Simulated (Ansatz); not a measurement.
# Elastic response of random fluorite-type alloy of CaF2 and CdF2 (96 atoms): runs compared

How stiff is random fluorite-type alloy of CaF2 and CdF2 (96 atoms), and how do its levels respond to strain?

Computed with Ansatz 0.2.0: Kohn-Sham DFT, PBE, PAW (set soft_2), plane waves.

## 1. The cell as built

The cell holds 96 atoms: 24 Cd, 64 F and 8 Ca. Cell: a = 10.816 Å, b = 10.816 Å, c = 10.816 Å, α = 90.0°, β = 90.0°, γ = 90.0°. It derives from CaF2 (fluorite-type) and CdF2, repeated 2×2×2. Fluorite-type CaF2, 2 x 2 x 2 conventional cells, 24 of 32 Ca sites given to Cd at random (x = 0.750), lattice by Vegard's rule (a = 5.408 Å); every coordinate displaced by a Gaussian of 0.09 Å.

What the set-up can't give: Only the Γ point is sampled.

## 2. The reference run

The reference is a single point at the end of the relaxation.

Every strained cell starts from the geometry of this run, and its atoms are relaxed with the cell held.

Its input, with most atom lines left out:

```yaml
crystal:
  lattice:
    - [10.98019, 0.00094, -0.00087]
    - [0.00094, 10.98003, 7.0e-05]
    - [-0.00087, 7.0e-05, 10.98003]
  atoms:
    - { symbol: Cd, position: [0.99893, 0.99857, 0.99939] }
    - { symbol: F, position: [0.12465, 0.12404, 0.12505] }
    - { symbol: F, position: [0.37465, 0.37396, 0.37465] }
    - { symbol: Cd, position: [0.99945, 0.24886, 0.24965] }
    - { symbol: F, position: [0.12475, 0.37329, 0.37431] }
    - { symbol: F, position: [0.37504, 0.12314, 0.12439] }
    - { symbol: Ca, position: [0.24972, 0.99866, 0.24971] }
    [... atom lines 8 to 96 left out ...]
kpoints:
  mp_grid: { grid: [1, 1, 1] }
hamiltonian:
  xc: pbe
scf:
  occupations: { method: fermi_dirac, width: 0.025 }
output:
  forces: true
  stress: true
  populations: true
  dos:
    method: { smearing: { sigma: 0.15 } }
    de: 0.1
    projected: { site_lists: { Ca: [Ca], Cd: [Cd], F: [F] } }
  eigenvalues: true
  write_density: true
  write_potential: true
  volumetric_format: npy
```

- free energy per atom: -2754.6892 eV/atom
- r.m.s. force component: 0.00062 eV/Å
- pressure: 0.03798 GPa

Filled and empty levels are parted by 3.49 eV at Γ alone; the mesh holds the band edges only if they fold onto it, so the gap at this level can be narrower or closed, while semilocal functionals tend to narrow gaps against experiment.

## 3. The runs

Each row is one run, on 4 threads of Arm Neoverse V1, shared host. The free energy is the program's total, comparable only between runs with the same functional, potentials and atoms.

| run | atoms | outcome | ionic steps, all passes | free energy (eV) | time | host memory (GiB) |
| --- | --- | --- | --- | --- | --- | --- |
| Single point at the start | 96 | converged | - | -264441.157 | 24 s | 2.1 |
| Cell and atoms relaxed | 96 | converged | 7 | -264450.168 | 2.8 min | 2.2 |
| Single point at the relaxed geometry | 96 | converged | - | -264450.168 | 34 s | 2.2 |
| Volume -3 % | 96 | converged | 2 | -264449.846 | 45 s | 2.2 |
| Volume +3 % | 96 | converged | 2 | -264449.910 | 49 s | 2.3 |
| Volume -6 % | 96 | converged | 2 | -264448.668 | 47 s | 2.0 |
| Volume +6 % | 96 | converged | 2 | -264449.036 | 54 s | 2.3 |
| Volume -10 % | 96 | converged | 2 | -264445.616 | 52 s | 2.0 |
| Stretched by 1 % along x | 96 | converged | 2 | -264450.120 | 48 s | 2.2 |
| Compressed by 1 % along x | 96 | converged | 2 | -264450.127 | 46 s | 2.2 |
| Sheared by 2 % in xy | 96 | converged | 2 | -264450.157 | 46 s | 2.2 |

In some runs the program notes that the SCF threshold is loose for the stress.

## 4. Pressure against volume

Atoms are relaxed at each volume, in the scaled cell.

| volume change (%) | volume (Å³/atom) | energy change (meV/atom) | pressure (GPa) | largest move on relaxing (Å) | bonds | gap (eV) |
| --- | --- | --- | --- | --- | --- | --- |
| -10 | 12.410 | 47.41 | 12.10 | 0.01 | 256 | 3.91 |
| -6 | 12.962 | 15.62 | 6.46 | 0.00 | 256 | 3.74 |
| -3 | 13.376 | 3.35 | 2.98 | 0.00 | 256 | 3.62 |
| +0 | 13.789 | 0.00 | 0.04 | - | 256 | 3.49 |
| +3 | 14.203 | 2.68 | -2.42 | 0.00 | 256 | 3.38 |
| +6 | 14.617 | 11.78 | -4.49 | 0.00 | 256 | 3.27 |

## 5. Uniaxial strain and shear

Stress (GPa, compression positive) less that of the relaxed cell, atoms relaxed:

| strain | xx | yy | zz | xy | energy change (meV/atom) |
| --- | --- | --- | --- | --- | --- |
| stretched by 1 % along x | -1.567 | -0.516 | -0.515 | 0.000 | 0.49 |
| compressed by 1 % along x | 1.654 | 0.562 | 0.561 | 0.000 | 0.43 |
| sheared by 2 % in xy | 0.049 | 0.049 | 0.043 | -0.438 | 0.11 |

## 6. Outcome

The bulk modulus, from the slope of pressure against ln V over the three points nearest the relaxed volume, is 89.9 GPa; a quadratic over all points gives a pressure derivative of about 5.1. The gap goes from 3.91 eV at the smallest volume to 3.27 eV at the largest, -3.9 eV per unit of ln V by a straight line, on the run's k-points. In the Cartesian axes of the cell, finite differences give C11 = 161, C12 = 53.9, C13 = 53.8 and C66 = 21.9 GPa (the shear of 2 % is the engineering strain, εxy = 0.01). The mean of C11, C12 and C13, which equals the bulk modulus in a cubic or isotropic solid, is 89.6 GPa: it agrees with the bulk modulus within 10 %.

**Limits.** Strains are finite and relaxations stop at the force tolerance of the input, which can leave moduli too stiff; they are those of a static cell at zero temperature. Volumes are changed with the cell's shape held, so in an anisotropic solid the modulus lies over the one under free hydrostatic load. The program notes that the SCF threshold of the relaxations is loose for the stress. The host structure and its lattice constant were typed by rule, without a check against the phase diagram.

The DFT runs together took 10 min of wall time.

[Logs are printed without paths, hosts, clocks, repeated set-up lines and the standing remarks that a program may print on its own settings, such as how far it seeks lower states.]

[Hosts, paths, dates, database ids (printed as entryN), source tags and the programs' standing remarks are cut or masked in the printed files.]
